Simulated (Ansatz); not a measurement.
# The false plateau in GW convergence: LiPS3 (C2/m)

Aim: vary empty bands and screening cutoff apart and together in G0W0 on LiPS3 (C2/m).

Calculated with Ansatz 0.2.0; G0W0 on PBE, plane waves, PAW; PAW set soft_1.

## 1. Starting point

Symmetry: C2/m, No. 12, monoclinic system. The conventional cell has a = 11.116 Å, b = 7.007 Å, c = 6.525 Å, α = 90.00°, β = 125.57°, γ = 90.00°. Nearest to Li lie 4 S at 2.54 to 2.58 Å. Nearest to P lie 4 S at 1.99 to 2.15 Å. S has 2 P at 2.15 Å nearest. Nearest to S lie 1 P at 2.01 Å and 2 Li at 2.58 Å. Nearest to S lie 1 P at 1.99 Å and 2 Li at 2.54 Å. Farther neighbours and most contacts between anions are not listed.

As a file:

```cif
data_structure
_symmetry_space_group_name_H-M 'C2/m'
_symmetry_Int_Tables_number 12
_cell_length_a 11.1156
_cell_length_b 7.0070
_cell_length_c 6.5251
_cell_angle_alpha 90.000
_cell_angle_beta 125.572
_cell_angle_gamma 90.000
_cell_volume 413.38
loop_
_atom_site_label
_atom_site_type_symbol
_atom_site_symmetry_multiplicity
_atom_site_Wyckoff_symbol
_atom_site_fract_x
_atom_site_fract_y
_atom_site_fract_z
_atom_site_occupancy
Li1 Li 4 g 0.00000 0.24088 0.00000 1
P1 P 4 i 0.65352 0.50000 0.57801 1
S1 S 4 h 0.00000 0.77597 0.50000 1
S2 S 4 i 0.69711 0.50000 0.31871 1
S3 S 4 i 0.82277 0.50000 0.94081 1
```

Geometry: measured cell, ions relaxed with PBE. The runs that relaxed it are not among those shown.

## 2. 165 empty bands, screening to 50 eV

G0W0 replaces the xc potential by the self-energy, built once from these orbitals. Only a window of levels is corrected, while the sums run over the empty bands that the input names. This step takes PAW set soft_1 files.

input.yaml

```yaml
crystal:
  lattice:
    - [5.5578, -3.5035, 0.0]
    - [5.5578, 3.5035, 0.0]
    - [-3.7957895619, 0.0, 5.3074392707]
  atoms:
    - { symbol: Li, position: [0.7591184309, 0.2408815691, 0.0] }
    - { symbol: Li, position: [0.2408815691, 0.7591184309, 0.0] }
    - { symbol: P, position: [0.1535229576, 0.1535229576, 0.5780140654] }
    - { symbol: P, position: [0.8464770424, 0.8464770424, 0.4219859346] }
    - { symbol: S, position: [0.2240344925, 0.7759655075, 0.5] }
    - { symbol: S, position: [0.7759655075, 0.2240344925, 0.5] }
    - { symbol: S, position: [0.197106774, 0.197106774, 0.3187113102] }
    - { symbol: S, position: [0.802893226, 0.802893226, 0.6812886898] }
    - { symbol: S, position: [0.3227742362, 0.3227742362, 0.940813349] }
    - { symbol: S, position: [0.6772257638, 0.6772257638, 0.059186651] }
kpoints:
  mp_grid: { grid: [2, 2, 2] }
hamiltonian:
  xc: pbe
  pseudopotentials: { kind: paw, azcp: { folder: soft_1 } }
scf:
  occupations: { method: fixed }
gw:
  n_empty_bands: 165
  ecut_chi: 50
  qp_bands: [v3, c3]
  qp_kpoints: band_edges
  screening: { model: contour_deformation }
```

On the command line:

```sh
$ ansatz run input.yaml --threads 2 --pin off --max-ram 92160MiB --backend cuda --events-out ev --progress --plain --runs-dir out --devices 1 --max-vram 13GiB
```

Numbers of over 12 decimals in the logs are rounded to 6 here.

The log of the run:

```text
GPUs: using 1 of 1 available (devices: 1).
Engine: ansatz 0.2.0, x86_64-unknown-linux-gnu
Pseudopotentials: kind: paw
Pseudopotential: Li, paw, valence charge 3, recommended cutoff 420 eV (normal), soft_1/Li.paw.azcp
Pseudopotential: P, paw, valence charge 5, recommended cutoff 420 eV (normal), soft_1/P.paw.azcp
Pseudopotential: S, paw, valence charge 6, recommended cutoff 420 eV (normal), soft_1/S.paw.azcp
Functional definition: PBE
  parameter kappa = 0.804
  parameter beta = 0.066725
  exchange = pbe_x(kappa = kappa, mu = beta*pi^2/3)
  correlation = pbe_c(beta = beta)
device memory: the entry about to start is reckoned to put 1.9 GiB on a device that reports 40.8 GiB free (of which the cap on the GPU budget leaves the run 13.0 GiB)
GPU FFT provider: cuFFT
GPU libraries: cuBLAS 13.8.2, cuFFT 12.4.0, cuSOLVER 12.3.4
Crystal: 10 atoms, lattice volume = 206.690 Å³
Basis set: ecut = 420 eV, 3981 PW (Γ)
Bands: 36, of which v1, the nominal top of the filled ones, is band 26 counted from 1 (25 counted from 0)
Symmetry: 4 space group operations
Space group: C2/m (ITA 12), of the structure as read, at distance tolerance 5.9e-5 Å
k-points: 6 of 8
Non-local potential: Li, projectors of the file, l = 0: 3, l = 1: 2, l = 2: 1
Non-local potential: P, projectors of the file, l = 0: 2, l = 1: 2, l = 2: 1
Non-local potential: S, projectors of the file, l = 0: 2, l = 1: 2, l = 2: 1
PAW form: soft (Blöchl's): semilocal exchange-correlation on the pseudo side does not see the compensation charge
PAW one-centre angular grid: Li, 110 points (default); XC on 96 Gauss nodes
PAW one-centre angular grid: P, 110 points (default); XC on 64 Gauss nodes
PAW one-centre angular grid: S, 110 points (default); XC on 64 Gauss nodes
Initial density: superposition of atomic densities (chi_scale 0.1, normalization cell, long waves kept (reshape's long-wave potential 0.03 eV rms))
Initial wavefunctions: pseudopotential atomic-orbital guess
GPU buffer pool allocated for 91125 grid points (all kernels)
GPU transforms: local potential and band sums: pruned to the plane-wave sphere, on 45×45×45
Functional: x = pbe(κ = 0.804, μ = 0.219515), c = pbe(β = 0.066725)
SCF iter   1: F=—  HF=-7340.619630 eV  |F-HF|=—  |Δ(HF+E_count)|=         —  Δρ=4.46e-2  dr2=6.24e0  ethr=3.10e-3  ⟨swp⟩=5.2  Hψ=1047  notcnv=0  defer=42
preconditioner: auto → Resta (q_TF=auto, 2.168 Å⁻¹)  ε∞=4.0  [insulator: Δε(μ)=2.622 eV  Ē_g=10.392 eV  n_scr=34 (ndim 8)  ℏωp=17.9 eV  f_vac=0.000  ε∞_Penn≈4.0]
SCF iter   2: F=—  HF=-7339.077976 eV  |F-HF|=—  |Δ(HF+E_count)|=    1.54e0  Δρ=2.23e-2  dr2=1.25e0  ethr=3.10e-3  ⟨swp⟩=3.0  Hψ=417  notcnv=0  defer=38
SCF iter   3: F=—  HF=-7338.759098 eV  |F-HF|=—  |Δ(HF+E_count)|=   3.19e-1  Δρ=5.22e-3  dr2=8.02e-2  ethr=2.40e-3  ⟨swp⟩=3.7  Hψ=351  notcnv=0  defer=46
SCF iter   4: F=—  HF=-7338.753451 eV  |F-HF|=—  |Δ(HF+E_count)|=   5.65e-3  Δρ=1.34e-3  dr2=6.33e-3  ethr=1.54e-4  ⟨swp⟩=3.0  Hψ=384  notcnv=0  defer=43
SCF iter   5: F=—  HF=-7338.756365 eV  |F-HF|=—  |Δ(HF+E_count)|=   2.91e-3  Δρ=4.50e-4  dr2=4.17e-4  ethr=1.22e-5  ⟨swp⟩=2.7  Hψ=365  notcnv=0  defer=48
SCF iter   6: F=—  HF=-7338.756894 eV  |F-HF|=—  |Δ(HF+E_count)|=   5.30e-4  Δρ=1.20e-4  dr2=4.47e-5  ethr=8.02e-7  ⟨swp⟩=2.0  Hψ=352  notcnv=0  defer=48
SCF iter   7: F=—  HF=-7338.756910 eV  |F-HF|=—  |Δ(HF+E_count)|=   1.55e-5  Δρ=3.20e-5  dr2=2.78e-6  ethr=8.59e-8  ⟨swp⟩=2.0  Hψ=329  notcnv=0  defer=41
SCF iter   8: F=—  HF=-7338.756914 eV  |F-HF|=—  |Δ(HF+E_count)|=   4.31e-6  Δρ=8.04e-6  dr2=2.23e-7  ethr=5.35e-9  ⟨swp⟩=2.0  Hψ=336  notcnv=0  defer=41
SCF iter   9: F=-7338.756914 eV  HF=-7338.756914 eV  |F-HF|=7.02e-9  |Δ(HF+E_count)|=   1.82e-7  Δρ=1.93e-6  dr2=1.12e-8  ethr=1.92e-10  ⟨swp⟩=16.7  Hψ=1257  notcnv=0
SCF 1 converged in 9 iterations: F = -7338.756914 eV  dr2 = 1.12e-8
[...]
device memory: the entry about to start is reckoned to put 2.5 GiB on a device that reports 40.5 GiB free (of which the cap on the GPU budget leaves the run 13.0 GiB)
NSCF: frozen V_eff on 6 k-points
[...]
device memory: the entry about to start is reckoned to put 2.8 GiB on a device that reports 40.5 GiB free (of which the cap on the GPU budget leaves the run 13.0 GiB)
NSCF: frozen V_eff on 6 k-points
G₀W₀ screening: q 1/6
[... further progress lines ...]
device memory: the entry about to start is reckoned to put 0.8 GiB on a device that reports 39.6 GiB free (of which the cap on the GPU budget leaves the run 13.0 GiB)
NSCF: frozen V_eff on 1 k-points
device memory: the entry about to start is reckoned to put 0.8 GiB on a device that reports 39.6 GiB free (of which the cap on the GPU budget leaves the run 13.0 GiB)
NSCF: frozen V_eff on 1 k-points
device memory: the entry about to start is reckoned to put 0.8 GiB on a device that reports 39.6 GiB free (of which the cap on the GPU budget leaves the run 13.0 GiB)
NSCF: frozen V_eff on 1 k-points
SCF converged after 9 iterations
Free energy (F): -7338.756914 eV
Harris-Foulkes:  -7338.756914 eV  (|F-HF|=7.02e-9)
Internal energy: -7338.756914 eV  (E = F + TS)
E sigma→0 (E₀):  -7338.756914 eV
Fermi energy:    3.829026 eV
--- Per-component energies (eV) ---
  E_band       = -259.818621
  E_kinetic    = 810.510146
  E_local      = -1404.466832  (includes V_loc(G=0)·N_el)
  E_nonlocal   = 230.144024
  E_hartree    = 427.492773
  E_xc         = -698.474842
  E_vxc        = -642.851954  (∫ρ·V_xc dr)
  E_paw        = -4815.158393  (= ΣΔE_a)
  E_vpaw       = -108.139070  (= ΣTr[D̂ρ^β])
  E_aug_tail   = 0.000510  (compensation charges beyond the density's cutoff)
  E_ewald      = -1888.804300
  E_smearing   = -0.000000  (= −TS)
  E_closure    = 0.000000  (closes the sum)
  Σ components = -7338.756914   (vs F -7338.756914, Δ=0.00e0)
--- Band table (eV; the first three rows and the last of 6) ---
  k-point 0: bands = [... 22 lower, 3.0333, 3.3005, 3.3950, 3.8290, 5.9411, 6.4922, 6.7897, 7.6491, ... 6 higher]
  k-point 1: bands = [... 22 lower, 3.0962, 3.1006, 3.1282, 3.1358, 5.5516, 6.4368, 6.5952, 7.7750, ... 6 higher]
  k-point 2: bands = [... 22 lower, 2.7932, 3.0971, 3.2192, 3.3284, 5.7719, 6.7121, 6.9472, 7.6095, ... 6 higher]
  k-point 5: bands = [... 22 lower, 3.0947, 3.1070, 3.1576, 3.3236, 6.2691, 6.5589, 7.3020, 7.6369, ... 6 higher]
--- G₀W₀: contour deformation, 6 samples at zero and on the imaginary axis and 1 off it, 8 q-points, 165 empty bands' worth ---
  eigenvalues of the whole cell's RPA ε∞ on this k-mesh (on a slab, of 1 + 4πα/V) = 4.6267, 4.9315, 6.4310; static W/v taken at q = 0 is 0.189165
  gw.qp_kpoints: band_edges: 6 of 6 stored k-points solved, in 1 pass; an edge of the gap read off the rows below is read off those points alone
    ik  band        ε_KS         Σx   Σc(E_QP)       V_xc       Z   E_QP_lin       E_QP  E_QP is
     0    24      3.3005   -18.1144     2.4941   -15.3003  0.7511     2.9785     2.9805  root
     0    25      3.3950   -17.7771     2.4627   -14.9670  0.7500     3.0451     3.0475  root
     0    26      3.8290   -18.4675     2.6725   -15.4405  0.7521     3.4721     3.4745  root
     0    27      5.9411   -10.1780    -3.6022   -14.7616  0.7584     6.9471     6.9225  root
     0    28      6.4922    -9.1113    -3.5658   -13.6042  0.7693     7.4378     7.4192  root
     0    29      6.7897   -10.2231    -4.0026   -15.3137  0.7679     7.9054     7.8776  root
     1    24      3.1006   -17.8708     2.8247   -14.5900  0.7421     2.6394     2.6446  root
     1    25      3.1282   -17.8922     2.6136   -14.9008  0.7477     2.7474     2.7505  root
     1    26      3.1358   -17.8866     2.7852   -14.6833  0.7448     2.7135     2.7176  root
     1    27      5.5516    -9.5100    -3.6975   -14.1845  0.7640     6.5493     6.5286  root
     1    28      6.4368    -7.8213    -3.7113   -12.3898  0.7792     7.3082     7.2939  root
     1    29      6.5952    -8.8227    -3.6499   -13.4051  0.7676     7.5470     7.5276  root
     2    24      3.0971   -17.8110     2.8121   -14.5465  0.7435     2.6397     2.6447  root
     2    25      3.2192   -17.8386     2.7141   -14.6884  0.7462     2.7787     2.7830  root
[...]
5    25      3.1576   -17.8519     2.7109   -14.7191  0.7458     2.7317     2.7356  root
     5    26      3.3236   -18.2382     2.7758   -15.0661  0.7478     2.9239     2.9272  root
     5    27      6.2691    -9.8887    -3.7799   -14.6897  0.7564     7.3199     7.2902  root
     5    28      6.5589    -8.8228    -3.7217   -13.4805  0.7743     7.5130     7.4950  root
     5    29      7.3020    -9.2298    -3.8291   -14.0684  0.7585     8.3401     8.3115  root
```

Run time: 6.4 s. Hardware: 1 × NVIDIA H100 80GB HBM3 (shared by 6 runs) with 2 threads of AMD EPYC 7R13 (Zen 3), shared host; peak memory 1.1 GiB.

In the SCF lines HF is the Harris–Foulkes energy and dr2 the Hartree energy of the density residual, in eV; the loop may stop once dr2 is under the threshold and the program's other checks hold. Hψ counts applications of the Hamiltonian.

Numbers from this step:

```yaml
bands_summed: 191
rpa_eps_infinity_on_this_mesh_eigenvalues: 4.627, 4.932, 6.431
plane_waves_in_the_screening_matrix: 171
q_points_in_the_mesh: 8
g0w0_gap_on_the_mesh: 3.054 eV
k_of_the_valence_top: 0, 0, 0
k_of_the_conduction_bottom: 0, 0, -0.5
starting_gap_on_the_mesh: 1.723 eV
z_at_the_valence_top: 0.7521
z_at_the_conduction_bottom: 0.7640
least_direct_g0w0_gap_on_the_computed_points: 3.448 eV
```

The gap on the mesh goes from 1.72 eV to 3.05 eV, a correction of +1.33 eV. Between the two edge states, bare exchange in place of the xc potential would open the gap by 7.70 eV, and correlation takes back 6.37 eV.

## 3. 862 empty bands, screening to 50 eV

Changes to input.yaml since step 2:

```diff
@@ -24,3 +24,3 @@
 gw:
-  n_empty_bands: 165
+  n_empty_bands: 862
   ecut_chi: 50
```

The log of the run:

```text
GPUs: using 1 of 1 available (devices: 1).
[...]
GPU FFT provider: cuFFT
GPU libraries: cuBLAS 13.8.2, cuFFT 12.4.0, cuSOLVER 12.3.4
Crystal: 10 atoms, lattice volume = 206.690 Å³
Basis set: ecut = 420 eV, 3981 PW (Γ)
Bands: 36, of which v1, the nominal top of the filled ones, is band 26 counted from 1 (25 counted from 0)
Symmetry: 4 space group operations
[...]
k-points: 6 of 8
[...]
1    25      3.1282   -17.8922     2.4542   -14.9008  0.7472     2.5847     2.5911  root
[...]
5    26      3.3236   -18.2382     2.6166   -15.0661  0.7473     2.7613     2.7680  root
     5    27      6.2691    -9.8887    -3.9766   -14.6897  0.7556     7.1108     7.0935  root
     5    28      6.5589    -8.8228    -3.9160   -13.4805  0.7734     7.3112     7.3006  root
     5    29      7.3020    -9.2298    -4.0426   -14.0684  0.7576     8.1142     8.0980  root
[key lines of the parts left out:]
SCF converged after 9 iterations
Free energy (F): -7338.756914 eV
Fermi energy:    3.829026 eV
```

The job ended after 19 s (1 × NVIDIA H100 80GB HBM3 (shared by 6 runs) with 2 threads; peak memory 1.6 GiB).

This step gave:

| Item | Value |
| --- | --- |
| bands summed | 888 |
| RPA ε∞ on this mesh (eigenvalues) | 4.633, 4.939, 6.438 |
| plane waves in the screening matrix | 171 |
| G0W0 gap on the mesh | 3.019 eV |
| k of the valence top | 0, 0, 0 |
| k of the conduction bottom | 0, 0, -0.5 |
| starting gap on the mesh | 1.723 eV |
| least direct G0W0 gap on the computed points | 3.413 eV |

Against the run with 2×2×2 mesh, 165 empty bands, screening to 50 eV, PAW set soft_1 files, the gap moves by −0.03 eV.

## 4. 469 empty bands, screening to 100 eV

Bands and screening cutoff are moved together, since each hides the error of the other.

Changes to input.yaml since step 3:

```diff
@@ -24,4 +24,4 @@
 gw:
-  n_empty_bands: 862
-  ecut_chi: 50
+  n_empty_bands: 469
+  ecut_chi: 100
   qp_bands: [v3, c3]
```

The log of the run:

```text
GPUs: using 1 of 1 available (devices: 1).
[...]
GPU FFT provider: cuFFT
GPU libraries: cuBLAS 13.8.2, cuFFT 12.4.0, cuSOLVER 12.3.4
Crystal: 10 atoms, lattice volume = 206.690 Å³
Basis set: ecut = 420 eV, 3981 PW (Γ)
Bands: 36, of which v1, the nominal top of the filled ones, is band 26 counted from 1 (25 counted from 0)
Symmetry: 4 space group operations
[...]
k-points: 6 of 8
[...]
1    25      3.1282   -17.8922     2.2618   -14.9008  0.7406     2.3863     2.3987  root
[...]
5    26      3.3236   -18.2382     2.4139   -15.0661  0.7407     2.5521     2.5654  root
     5    27      6.2691    -9.8887    -4.1094   -14.6897  0.7490     6.9724     6.9606  root
     5    28      6.5589    -8.8228    -4.0152   -13.4805  0.7678     7.2091     7.2014  root
     5    29      7.3020    -9.2298    -4.1813   -14.0684  0.7515     7.9691     7.9592  root
[key lines of the parts left out:]
SCF converged after 9 iterations
Free energy (F): -7338.756914 eV
Fermi energy:    3.829026 eV
```

Run time: 8.9 s. Hardware: 1 × NVIDIA H100 80GB HBM3 (shared by 6 runs) with 2 threads; peak memory 1.4 GiB.

The G0W0 gap on the mesh is 3.117 eV.

## 5. 2438 empty bands, screening to 100 eV

Changes to input.yaml since step 4:

```diff
@@ -24,3 +24,3 @@
 gw:
-  n_empty_bands: 469
+  n_empty_bands: 2438
   ecut_chi: 100
```

The log of the run:

```text
GPUs: using 1 of 1 available (devices: 1).
[...]
GPU FFT provider: cuFFT
GPU libraries: cuBLAS 13.8.2, cuFFT 12.4.0, cuSOLVER 12.3.4
Crystal: 10 atoms, lattice volume = 206.690 Å³
Basis set: ecut = 420 eV, 3981 PW (Γ)
Bands: 36, of which v1, the nominal top of the filled ones, is band 26 counted from 1 (25 counted from 0)
Symmetry: 4 space group operations
[...]
k-points: 6 of 8
[...]
1    25      3.1282   -17.8922     2.1706   -14.9008  0.7404     2.2915     2.3074  root
[...]
5    26      3.3236   -18.2382     2.3223   -15.0661  0.7405     2.4569     2.4738  root
     5    27      6.2691    -9.8887    -4.2115   -14.6897  0.7488     6.8667     6.8586  root
     5    28      6.5589    -8.8228    -4.1116   -13.4805  0.7676     7.1104     7.1049  root
     5    29      7.3020    -9.2298    -4.2830   -14.0684  0.7514     7.8645     7.8576  root
[key lines of the parts left out:]
SCF converged after 9 iterations
Free energy (F): -7338.756914 eV
Fermi energy:    3.829026 eV
```

Wall time 2.1 min (1 × NVIDIA H100 80GB HBM3 (shared by 6 runs) with 2 threads); peak memory 3.8 GiB.

The G0W0 gap on the mesh is 3.114 eV.

## 6. 165 empty bands, screening to 150 eV

Changes to input.yaml since step 5:

```diff
@@ -24,4 +24,4 @@
 gw:
-  n_empty_bands: 2438
-  ecut_chi: 100
+  n_empty_bands: 165
+  ecut_chi: 150
   qp_bands: [v3, c3]
```

The log of the run:

```text
GPUs: using 1 of 1 available (devices: 1).
[...]
GPU FFT provider: cuFFT
GPU libraries: cuBLAS 13.8.2, cuFFT 12.4.0, cuSOLVER 12.3.4
Crystal: 10 atoms, lattice volume = 206.690 Å³
Basis set: ecut = 420 eV, 3981 PW (Γ)
Bands: 36, of which v1, the nominal top of the filled ones, is band 26 counted from 1 (25 counted from 0)
Symmetry: 4 space group operations
[...]
k-points: 6 of 8
[...]
1    25      3.1282   -17.8922     2.5197   -14.9008  0.7409     2.6517     2.6565  root
[...]
5    26      3.3236   -18.2382     2.6675   -15.0661  0.7410     2.8135     2.8190  root
     5    27      6.2691    -9.8887    -3.8352   -14.6897  0.7497     7.2611     7.2349  root
     5    28      6.5589    -8.8228    -3.7537   -13.4805  0.7687     7.4794     7.4629  root
     5    29      7.3020    -9.2298    -3.8919   -14.0684  0.7526     8.2731     8.2488  root
[key lines of the parts left out:]
SCF converged after 9 iterations
Free energy (F): -7338.756914 eV
Fermi energy:    3.829026 eV
```

Run time: 15 s. Hardware: 1 × NVIDIA H100 80GB HBM3 (shared by 6 runs) with 2 threads; peak memory 1.6 GiB.

The G0W0 gap on the mesh is 3.133 eV.

(Continued in part 2 of 2.)

[Paths, hosts, dates, memory and timing lines, banners, echoed tables and standing remarks are left out of the program output.]

[Logs are printed without paths, hosts, clocks, repeated set-up lines and the standing remarks that a program may print on its own settings, such as how far it seeks lower states.]

[Runs of the session that timed out or met a known fault of the program may be left out.]

[Cells called generated may have been cut or substituted from an entry of the Crystallography Open Database or the Materials Project.]

[Hosts, paths, dates, database ids (printed as entryN), source tags and the programs' standing remarks are cut or masked in the printed files.]
